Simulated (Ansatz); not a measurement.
## Bands, cutoff and cost in G0W0 for NaCl (Halite)

Aim: see how the G0W0 gap of NaCl (Halite) on PBE moves with empty bands and screening cutoff, and what each rung costs.

Method: G0W0 on PBE, plane waves, PAW, in Ansatz 0.2.0.

## (1) Set-up

The structure is cubic, space group Fm-3m (No. 225). The conventional cell has a = 5.640 Å, b = 5.640 Å, c = 5.640 Å, α = 90.00°, β = 90.00°, γ = 90.00°. Nearest to Na lie 6 Cl at 2.82 Å. Nearest to Cl lie 6 Na at 2.82 Å. Farther neighbours and most contacts between anions are not listed.

The cell and positions come from the Crystallography Open Database and are kept as given unless a step says otherwise. The default PAW set here is soft_2. Its files were made with PBE.

## (2) 47 empty bands, screening to 60 eV

Now the one-shot GW correction: screening in the RPA, then the self-energy of the levels asked for.

input.yaml

```yaml
crystal:
  lattice:
    - [0.0, 2.82005, 2.82005]
    - [2.82005, 0.0, 2.82005]
    - [2.82005, 2.82005, 0.0]
  atoms:
    - { symbol: Na, position: [0.0, 0.0, 0.0] }
    - { symbol: Cl, position: [0.5, 0.5, 0.5] }
kpoints:
  mp_grid: { grid: [6, 6, 6] }
hamiltonian:
  xc: pbe
scf:
  occupations: { method: fixed }
gw:
  n_empty_bands: 47
  ecut_chi: 60
  qp_bands: [v2, c2]
  qp_kpoints: band_edges
  screening: { model: contour_deformation }
```

Started as:

```
> ansatz run input.yaml --threads 3 --pin off --max-ram 92160MiB --backend cuda --events-out ev --progress --plain --runs-dir out --devices 1 --max-vram 13GiB
```

Numbers of over 12 decimals in the logs are rounded to 6 here.

Log:

```text
GPUs: using 1 of 1 available (devices: 1).
Engine: ansatz 0.2.0, x86_64-unknown-linux-gnu
Pseudopotentials: kind: paw
Pseudopotential: Na, paw, valence charge 9, recommended cutoff 420 eV (normal), Na.paw.azcp
Pseudopotential: Cl, paw, valence charge 7, recommended cutoff 420 eV (normal), Cl.paw.azcp
Functional definition: PBE
  parameter kappa = 0.804
  parameter beta = 0.066725
  exchange = pbe_x(kappa = kappa, mu = beta*pi^2/3)
  correlation = pbe_c(beta = beta)
device memory: the entry about to start is reckoned to put 0.4 GiB on a device that reports 54.5 GiB free (of which the cap on the GPU budget leaves the run 13.0 GiB)
GPU FFT provider: cuFFT
GPU libraries: cuBLAS 13.8.2, cuFFT 12.4.0, cuSOLVER 12.3.4
Crystal: 2 atoms, lattice volume = 44.854 Å³
Basis set: ecut = 420 eV, 893 PW (Γ)
Bands: 12, of which v1, the nominal top of the filled ones, is band 8 counted from 1 (7 counted from 0)
Symmetry: 48 space group operations
Space group: Fm-3m (ITA 225), of the structure as read, at distance tolerance 3.6e-5 Å
k-points: 16 of 216
Non-local potential: Na, projectors of the file, l = 0: 3, l = 1: 2, l = 2: 1
Non-local potential: Cl, projectors of the file, l = 0: 2, l = 1: 2, l = 2: 2
PAW form: soft (Blöchl's): semilocal exchange-correlation on the pseudo side does not see the compensation charge
PAW one-centre angular grid: Na, 110 points (default); XC on 64 Gauss nodes
PAW one-centre angular grid: Cl, 110 points (default); XC on 64 Gauss nodes
Initial density: superposition of atomic densities (neutral atoms: chi_scale 0, normalization atom), corrected by the library's trained network
Initial wavefunctions: pseudopotential atomic-orbital guess
GPU buffer pool allocated for 19683 grid points (all kernels)
GPU transforms: local potential and band sums: pruned to the plane-wave sphere, on 25×27×27
Functional: x = pbe(κ = 0.804, μ = 0.219515), c = pbe(β = 0.066725)
SCF iter   1: F=—  HF=-2569.552052 eV  |F-HF|=—  |Δ(HF+E_count)|=         —  Δρ=9.47e-4  dr2=5.57e-4  ethr=1.77e-3  ⟨swp⟩=4.9  Hψ=979  notcnv=0  defer=24
preconditioner: auto → none  [insulator: Δε(μ)=5.105 eV  Ē_g=20.939 eV  n_scr=14 (ndim 8)  ℏωp=20.7 eV  f_vac=0.033  ε∞_Penn≈2.0]
SCF iter   2: F=—  HF=-2569.552183 eV  |F-HF|=—  |Δ(HF+E_count)|=   1.30e-4  Δρ=1.05e-3  dr2=7.54e-4  ethr=3.48e-6  ⟨swp⟩=2.0  Hψ=467  notcnv=0  defer=30
SCF iter   3: F=—  HF=-2569.551980 eV  |F-HF|=—  |Δ(HF+E_count)|=   2.03e-4  Δρ=5.24e-4  dr2=1.92e-4  ethr=3.48e-6  ⟨swp⟩=2.0  Hψ=227  notcnv=0  defer=30
SCF iter   4: F=—  HF=-2569.551922 eV  |F-HF|=—  |Δ(HF+E_count)|=   5.78e-5  Δρ=2.02e-4  dr2=2.91e-5  ethr=1.20e-6  ⟨swp⟩=2.2  Hψ=229  notcnv=0  defer=6
SCF iter   5: F=—  HF=-2569.551914 eV  |F-HF|=—  |Δ(HF+E_count)|=   8.55e-6  Δρ=4.42e-5  dr2=1.32e-6  ethr=1.82e-7  ⟨swp⟩=2.0  Hψ=246  notcnv=0
SCF iter   6: F=—  HF=-2569.551913 eV  |F-HF|=—  |Δ(HF+E_count)|=   1.90e-7  Δρ=2.92e-5  dr2=6.23e-7  ethr=8.26e-9  ⟨swp⟩=1.0  Hψ=192  notcnv=0
SCF iter   7: F=—  HF=-2569.551913 eV  |F-HF|=—  |Δ(HF+E_count)|=   1.58e-7  Δρ=1.40e-5  dr2=1.41e-7  ethr=3.89e-9  ⟨swp⟩=1.9  Hψ=243  notcnv=0
SCF iter   8: F=-2569.551913 eV  HF=-2569.551913 eV  |F-HF|=7.71e-9  |Δ(HF+E_count)|=   4.34e-8  Δρ=3.82e-6  dr2=1.05e-8  ethr=6.25e-10  ⟨swp⟩=4.1  Hψ=655  notcnv=0
SCF 1 converged in 8 iterations: F = -2569.551913 eV  dr2 = 1.05e-8
  greatest PAW one-centre occupation: 0.999 electrons in one spin orbital (limit 2), on the Na atom at site 0 (counted from 0), in its partial waves of l = 0
device memory: the entry about to start is reckoned to put 0.5 GiB on a device that reports 52.4 GiB free (of which the cap on the GPU budget leaves the run 13.0 GiB)
NSCF: frozen V_eff on 16 k-points, pencils in batches of 32, up to order 48
the band table was solved once the SCF had ended and its energy, with any forces and stress, was formed, with the checks that follow a solve (1186 applications of the Hamiltonian). They found nothing against the state; the energy, forces and stress were not computed again (output.eigenvalues in the input reference)
device memory: the entry about to start is reckoned to put 1.2 GiB on a device that reports 50.8 GiB free (of which the cap on the GPU budget leaves the run 13.0 GiB)
NSCF: frozen V_eff on 16 k-points
G₀W₀ screening: q 1/16
[... further progress lines ...]
device memory: the entry about to start is reckoned to put 0.3 GiB on a device that reports 44.3 GiB free (of which the cap on the GPU budget leaves the run 13.0 GiB)
NSCF: frozen V_eff on 1 k-points
device memory: the entry about to start is reckoned to put 0.3 GiB on a device that reports 44.3 GiB free (of which the cap on the GPU budget leaves the run 13.0 GiB)
NSCF: frozen V_eff on 1 k-points
SCF converged after 8 iterations
Free energy (F): -2569.551913 eV
Harris-Foulkes:  -2569.551913 eV  (|F-HF|=7.71e-9)
Internal energy: -2569.551913 eV  (E = F + TS)
E sigma→0 (E₀):  -2569.551913 eV
Fermi energy:    1.104588 eV
--- Per-component energies (eV) ---
  E_band       = -234.654808
  E_kinetic    = 283.102505
  E_local      = -1529.747050  (includes V_loc(G=0)·N_el)
  E_nonlocal   = 143.578033
  E_hartree    = 539.288450
  E_xc         = -147.093932
  E_vxc        = -173.387860  (∫ρ·V_xc dr)
  E_paw        = -922.542941  (= ΣΔE_a)
  E_vpaw       = -36.779059  (= ΣTr[D̂ρ^β])
  E_aug_tail   = 0.000073  (compensation charges beyond the density's cutoff)
  E_ewald      = -936.137051
  E_smearing   = -0.000000  (= −TS)
  E_closure    = -0.000000  (closes the sum)
  Σ components = -2569.551913   (vs F -2569.551913, Δ=0.00e0)
--- Band table (eV; the first three rows and the last of 16) ---
  k-point 0: bands = [... 4 lower, -11.5515, 1.1046, 1.1046, 1.1046, 6.2117, 12.1378, 12.1378, 12.1378]
  k-point 1: bands = [... 4 lower, -11.4715, 0.5052, 1.0358, 1.0358, 7.0239, 11.3796, 12.4141, 12.4141]
  k-point 2: bands = [... 4 lower, -11.3048, -0.4233, 0.9046, 0.9046, 8.1440, 11.1655, 12.2205, 12.2205]
  k-point 15: bands = [... 4 lower, -11.1573, -0.3279, 0.1960, 0.3914, 9.4633, 9.9686, 11.5885, 13.1182]
--- G₀W₀: contour deformation, 5 samples at zero and on the imaginary axis and 3 off it, 216 q-points, 47 empty bands' worth ---
  eigenvalues of the whole cell's RPA ε∞ on this k-mesh (on a slab, of 1 + 4πα/V) = 2.3368, 2.3368, 2.3368; static W/v taken at q = 0 is 0.427937
  bands read: the sum over 55 bands ends inside a degenerate multiplet in 1 slot, whose members it reads at an even weight; the widest, k=9: bands 55 to 56 (counted from 1) at 1/2 each
  gw.qp_kpoints: band_edges: 13 of 16 stored k-points solved, in 1 pass; an edge of the gap read off the rows below is read off those points alone
    valence top: of the k-points left out ik 10 came nearest to being solved in a further pass, in band 8 (counted from 1, as in the quasiparticle table): it holds the edge there only if its correction is more favourable than any solved in that band by at least 0.517 eV; those differ by 0.145 eV
    conduction bottom: of the k-points left out ik 10 came nearest to being solved in a further pass, in band 9 (counted from 1, as in the quasiparticle table): it holds the edge there only if its correction is more favourable than any solved in that band by at least 2.856 eV; those differ by 0.372 eV
    ik  band        ε_KS         Σx   Σc(E_QP)       V_xc       Z   E_QP_lin       E_QP  E_QP is
     0     7      1.1046   -21.1212     2.7636   -16.7875  0.8064    -0.4931    -0.4654  root
     0     8      1.1046   -21.1212     2.7636   -16.7875  0.8064    -0.4931    -0.4654  root
     0     9      6.2117    -5.2537    -3.0397    -9.2169  0.8616     7.1413     7.1352  root
     0    10     12.1378    -3.6858    -3.3651    -8.4594  0.8469    13.5672    13.5463  root
     1     7      1.0358   -21.0260     2.7765   -16.6622  0.8059    -0.5801    -0.5514  root
     1     8      1.0358   -21.0260     2.7765   -16.6622  0.8059    -0.5801    -0.5514  root
     1     9      7.0239    -5.8650    -3.0561    -9.9359  0.8563     8.0466     8.0387  root
     1    10     11.3796    -3.7310    -3.3167    -8.2883  0.8467    12.6363    12.6202  root
     2     7      0.9046   -20.8567     2.8028   -16.4348  0.8050    -0.7449    -0.7144  root
     2     8      0.9046   -20.8567     2.8028   -16.4348  0.8050    -0.7449    -0.7144  root
     2     9      8.1440    -5.0959    -3.1179    -9.2420  0.8551     9.1809     9.1722  root
     2    10     11.1655    -5.4691    -3.4616   -10.2697  0.8347    12.5264    12.5044  root
     3     7      0.8419   -20.7805     2.8158   -16.3310  0.8046    -0.8233    -0.7918  root
     3     8      0.8419   -20.7805     2.8158   -16.3310  0.8046    -0.8233    -0.7918  root
     3     9      8.3621    -4.2860    -3.0749    -8.3238  0.8584     9.3325     9.3250  root
     3    10     11.7323    -6.8658    -3.7318   -12.0776  0.8197    13.2461    13.2123  root
     4     7      0.9411   -20.9245     2.7894   -16.5236  0.8056    -0.7002    -0.6702  root
     4     8      0.9411   -20.9245     2.7894   -16.5236  0.8056    -0.7002    -0.6702  root
     4     9      7.2906    -6.0747    -3.0750   -10.2100  0.8544     8.3597     8.3509  root
     4    10     10.9347    -3.2252    -3.2326    -7.6228  0.8518    12.1127    12.0997  root
     5     7      0.7636   -20.6538     2.8121   -16.1894  0.8047    -0.9211    -0.8886  root
     5     8      0.8015   -20.7678     2.8163   -16.3062  0.8047    -0.8757    -0.8436  root
     5     9      8.4143    -5.9029    -3.1825   -10.2381  0.8502     9.5786     9.5670  root
     5    10     10.4637    -3.8833    -3.2149    -8.2611  0.8497    11.6397    11.6266  root
[...]
12     7      0.5091   -20.5204     2.8706   -15.9352  0.8031    -1.2419    -1.2054  root
    12     8      0.5091   -20.5204     2.8706   -15.9352  0.8031    -1.2419    -1.2054  root
    12     9      8.6188    -4.6769    -3.1493    -9.1221  0.8602     9.9283     9.9148  root
    12    10      9.1528    -3.1228    -3.0109    -7.1337  0.8596    10.1608    10.1528  root
    13     7      0.3627   -20.2042     2.8717   -15.5885  0.8027    -1.4200    -1.3814  root
    13     8      0.6826   -20.5805     2.8305   -16.0803  0.8040    -1.0207    -0.9871  root
    13     9      9.4595    -5.8757    -3.2958   -10.4636  0.8462    10.7677    10.7516  root
    13    10     10.2616    -4.0074    -3.1750    -8.3231  0.8498    11.4146    11.4023  root
```

Run time: 13 s. Hardware: 1 × NVIDIA H100 80GB HBM3 (shared by 6 runs) with 3 threads of AMD EPYC 7R13 (Zen 3), shared host; peak memory 0.99 GiB; 11 s of CPU time.

In the SCF lines HF is the Harris–Foulkes energy and dr2 the Hartree energy of the density residual, in eV; the loop may stop once dr2 is under the threshold and the program's other checks hold. Hψ counts applications of the Hamiltonian.

This step gave:

```
bands summed                                 : 55
RPA ε∞ on this mesh (eigenvalues)            : 2.337, 2.337, 2.337
plane waves in the screening matrix          : 59
q-points in the mesh                         : 216
G0W0 gap on the mesh                         : 7.601 eV
k of the valence top                         : 0, 0, 0
k of the conduction bottom                   : 0, 0, 0
starting gap on the mesh                     : 5.107 eV
Z at the valence top                         : 0.8064
Z at the conduction bottom                   : 0.8616
least direct G0W0 gap on the computed points : 7.601 eV
```

The gap on the mesh goes from 5.11 eV to 7.60 eV, a correction of +2.49 eV. Between the two edge states, bare exchange in place of the xc potential would open the gap by 8.30 eV, and correlation takes back 5.80 eV.

## (3) 133 empty bands, screening to 120 eV

Another rung: the empty bands reach about as high as the screening cutoff, so the two stay in balance.

input.yaml, as its differences from that of step 2:

```diff
@@ -15,4 +15,4 @@
 gw:
-  n_empty_bands: 47
-  ecut_chi: 60
+  n_empty_bands: 133
+  ecut_chi: 120
   qp_bands: [v2, c2]
```

Log:

```text
GPUs: using 1 of 1 available (devices: 1).
[...]
GPU FFT provider: cuFFT
GPU libraries: cuBLAS 13.8.2, cuFFT 12.4.0, cuSOLVER 12.3.4
Crystal: 2 atoms, lattice volume = 44.854 Å³
Basis set: ecut = 420 eV, 893 PW (Γ)
Bands: 12, of which v1, the nominal top of the filled ones, is band 8 counted from 1 (7 counted from 0)
Symmetry: 48 space group operations
[...]
k-points: 16 of 216
[...]
GPU buffer pool allocated for 19683 grid points (all kernels)
[...]
SCF iter   1: F=—  HF=-2569.552052 eV  |F-HF|=—  |Δ(HF+E_count)|=         —  Δρ=9.47e-4  dr2=5.57e-4  ethr=1.77e-3  ⟨swp⟩=4.9  Hψ=979  notcnv=0  defer=24
[...]
SCF iter   8: F=-2569.551913 eV  HF=-2569.551913 eV  |F-HF|=7.71e-9  |Δ(HF+E_count)|=   4.34e-8  Δρ=3.82e-6  dr2=1.05e-8  ethr=6.25e-10  ⟨swp⟩=4.1  Hψ=655  notcnv=0
SCF 1 converged in 8 iterations: F = -2569.551913 eV  dr2 = 1.05e-8
[...]
NSCF: frozen V_eff on 16 k-points, pencils in batches of 32, up to order 48
[...]
NSCF: frozen V_eff on 16 k-points
G₀W₀ screening: q 1/16
[... further progress lines ...]
[...]
SCF converged after 8 iterations
Free energy (F): -2569.551913 eV
[...]
Internal energy: -2569.551913 eV  (E = F + TS)
E sigma→0 (E₀):  -2569.551913 eV
Fermi energy:    1.104588 eV
[...]
--- Band table (eV; the first three rows and the last of 16) ---
  k-point 0: bands = [... 4 lower, -11.5515, 1.1046, 1.1046, 1.1046, 6.2117, 12.1378, 12.1378, 12.1378]
  k-point 1: bands = [... 4 lower, -11.4715, 0.5052, 1.0358, 1.0358, 7.0239, 11.3796, 12.4141, 12.4141]
  k-point 2: bands = [... 4 lower, -11.3048, -0.4233, 0.9046, 0.9046, 8.1440, 11.1655, 12.2205, 12.2205]
  k-point 15: bands = [... 4 lower, -11.1573, -0.3279, 0.1960, 0.3914, 9.4633, 9.9686, 11.5885, 13.1182]
[...]
0     7      1.1046   -21.1212     2.4585   -16.7875  0.7995    -0.8112    -0.7706  root
     0     8      1.1046   -21.1212     2.4585   -16.7875  0.7995    -0.8112    -0.7706  root
     0     9      6.2117    -5.2537    -3.1340    -9.2169  0.8599     7.0457     7.0409  root
     0    10     12.1378    -3.6858    -3.5574    -8.4594  0.8453    13.3692    13.3540  root
     1     7      1.0358   -21.0260     2.4744   -16.6622  0.7991    -0.8953    -0.8536  root
     1     8      1.0358   -21.0260     2.4744   -16.6622  0.7991    -0.8953    -0.8536  root
     1     9      7.0239    -5.8650    -3.1767    -9.9359  0.8542     7.9240     7.9181  root
     1    10     11.3796    -3.7310    -3.4829    -8.2883  0.8454    12.4658    12.4540  root
[...]
13     7      0.3627   -20.2042     2.6106   -15.5885  0.7967    -1.6952    -1.6424  root
    13     8      0.6826   -20.5805     2.5471   -16.0803  0.7976    -1.3179    -1.2705  root
    13     9      9.4595    -5.8757    -3.4586   -10.4636  0.8442    10.6008    10.5889  root
    13    10     10.2616    -4.0074    -3.3324    -8.3231  0.8485    11.2538    11.2449  root
```

It took 16 s on 1 × NVIDIA H100 80GB HBM3 (shared by 6 runs) with 3 threads; peak memory 1.1 GiB; 20 s of CPU time.

This step gave:

```yaml
bands_summed: 141
rpa_eps_infinity_on_this_mesh_eigenvalues: 2.338, 2.338, 2.338
plane_waves_in_the_screening_matrix: 137
q_points_in_the_mesh: 216
g0w0_gap_on_the_mesh: 7.812 eV
k_of_the_valence_top: 0, 0, 0
k_of_the_conduction_bottom: 0, 0, 0
starting_gap_on_the_mesh: 5.107 eV
z_at_the_valence_top: 0.7995
z_at_the_conduction_bottom: 0.8599
least_direct_g0w0_gap_on_the_computed_points: 7.812 eV
```

Against the run with 6×6×6 mesh, 47 empty bands, screening to 60 eV, the gap moves by +0.21 eV.

## (4) 288 empty bands, screening to 200 eV

input.yaml, as its differences from that of step 3:

```diff
@@ -15,4 +15,4 @@
 gw:
-  n_empty_bands: 133
-  ecut_chi: 120
+  n_empty_bands: 288
+  ecut_chi: 200.0
   qp_bands: [v2, c2]
```

Log:

```text
GPUs: using 1 of 1 available (devices: 1).
[...]
GPU FFT provider: cuFFT
GPU libraries: cuBLAS 13.8.2, cuFFT 12.4.0, cuSOLVER 12.3.4
Crystal: 2 atoms, lattice volume = 44.854 Å³
Basis set: ecut = 420 eV, 893 PW (Γ)
Bands: 12, of which v1, the nominal top of the filled ones, is band 8 counted from 1 (7 counted from 0)
Symmetry: 48 space group operations
[...]
k-points: 16 of 216
[...]
1    10     11.3796    -3.7310    -3.5476    -8.2883  0.8450    12.3996    12.3893  root
[...]
13     7      0.3627   -20.2042     2.4335   -15.5885  0.7950    -1.8837    -1.8195  root
    13     8      0.6826   -20.5805     2.3548   -16.0803  0.7959    -1.5215    -1.4627  root
    13     9      9.4595    -5.8757    -3.5476   -10.4636  0.8433    10.5099    10.4999  root
    13    10     10.2616    -4.0074    -3.4000    -8.3231  0.8480    11.1849    11.1773  root
[key lines of the parts left out:]
SCF converged after 8 iterations
Free energy (F): -2569.551913 eV
Fermi energy:    1.104588 eV
```

Run time: 18 s. Hardware: 1 × NVIDIA H100 80GB HBM3 (shared by 6 runs) with 3 threads; peak memory 1.4 GiB.

This step gave:

| Item | Value |
| --- | --- |
| bands summed | 296 |
| RPA ε∞ on this mesh (eigenvalues) | 2.338, 2.338, 2.338 |
| plane waves in the screening matrix | 283 |
| G0W0 gap on the mesh | 7.946 eV |
| k of the valence top | 0, 0, 0 |
| k of the conduction bottom | 0, 0, 0 |
| starting gap on the mesh | 5.107 eV |
| least direct G0W0 gap on the computed points | 7.946 eV |

Against the run with 6×6×6 mesh, 133 empty bands, screening to 120 eV, the gap moves by +0.13 eV.

## (5) Changing the k mesh: 4×4×4 mesh, 133 empty bands, screening to 120 eV

Only the mesh changes. It samples the long-range screening, which converges on its own terms. Bands and cutoff differ from the step before, so it is read against an earlier run that matches them.

input.yaml, the sections that differ from step 4:

```yaml
kpoints:
  mp_grid: { grid: [4, 4, 4] }
gw:
  n_empty_bands: 133
  ecut_chi: 120
  qp_bands: [v2, c2]
  qp_kpoints: band_edges
  screening: { model: contour_deformation }
# crystal, hamiltonian, scf: as in step 4
```

Log:

```text
GPUs: using 1 of 1 available (devices: 1).
[...]
GPU FFT provider: cuFFT
GPU libraries: cuBLAS 13.8.2, cuFFT 12.4.0, cuSOLVER 12.3.4
Crystal: 2 atoms, lattice volume = 44.854 Å³
Basis set: ecut = 420 eV, 893 PW (Γ)
Bands: 12, of which v1, the nominal top of the filled ones, is band 8 counted from 1 (7 counted from 0)
Symmetry: 48 space group operations
[...]
k-points: 8 of 64
[...]
1    10     11.0805    -4.3405    -3.5205    -8.9284  0.8412    12.1599    12.1479  root
[...]
6     7      0.5113   -20.5438     2.6213   -15.9346  0.7962    -1.5278    -1.4766  root
     6     8      0.5113   -20.5438     2.6213   -15.9346  0.7962    -1.5278    -1.4766  root
     6     9      8.6194    -4.6546    -3.3135    -9.1214  0.8575     9.7837     9.7728  root
     6    10      9.1540    -3.1017    -3.1664    -7.1323  0.8573    10.0243    10.0182  root
[key lines of the parts left out:]
SCF converged after 8 iterations
Free energy (F): -2569.550219 eV
Fermi energy:    1.106933 eV
```

Elapsed: 13 s, on 1 × NVIDIA H100 80GB HBM3 (shared by 6 runs) with 3 threads; peak memory 1 GiB.

This step gave:

```yaml
bands_summed: 141
rpa_eps_infinity_on_this_mesh_eigenvalues: 2.365, 2.365, 2.365
plane_waves_in_the_screening_matrix: 137
g0w0_gap_on_the_mesh: 7.824 eV
k_of_the_valence_top: 0, 0, 0
k_of_the_conduction_bottom: 0, 0, 0
starting_gap_on_the_mesh: 5.106 eV
least_direct_g0w0_gap_on_the_computed_points: 7.824 eV
```

Against the run with 6×6×6 mesh, 133 empty bands, screening to 120 eV, the gap moves by +0.012 eV.

(Part 1 of 2 ends here.)

[Paths, hosts, dates, memory and timing lines, banners, echoed tables and standing remarks are left out of the program output.]

[Logs are printed without paths, hosts, clocks, repeated set-up lines and the standing remarks that a program may print on its own settings, such as how far it seeks lower states.]

[Runs of the session that timed out or met a known fault of the program may be left out.]

[Cells called generated may have been cut or substituted from an entry of the Crystallography Open Database or the Materials Project.]

[Hosts, paths, dates, database ids (printed as entryN), source tags and the programs' standing remarks are cut or masked in the printed files.]
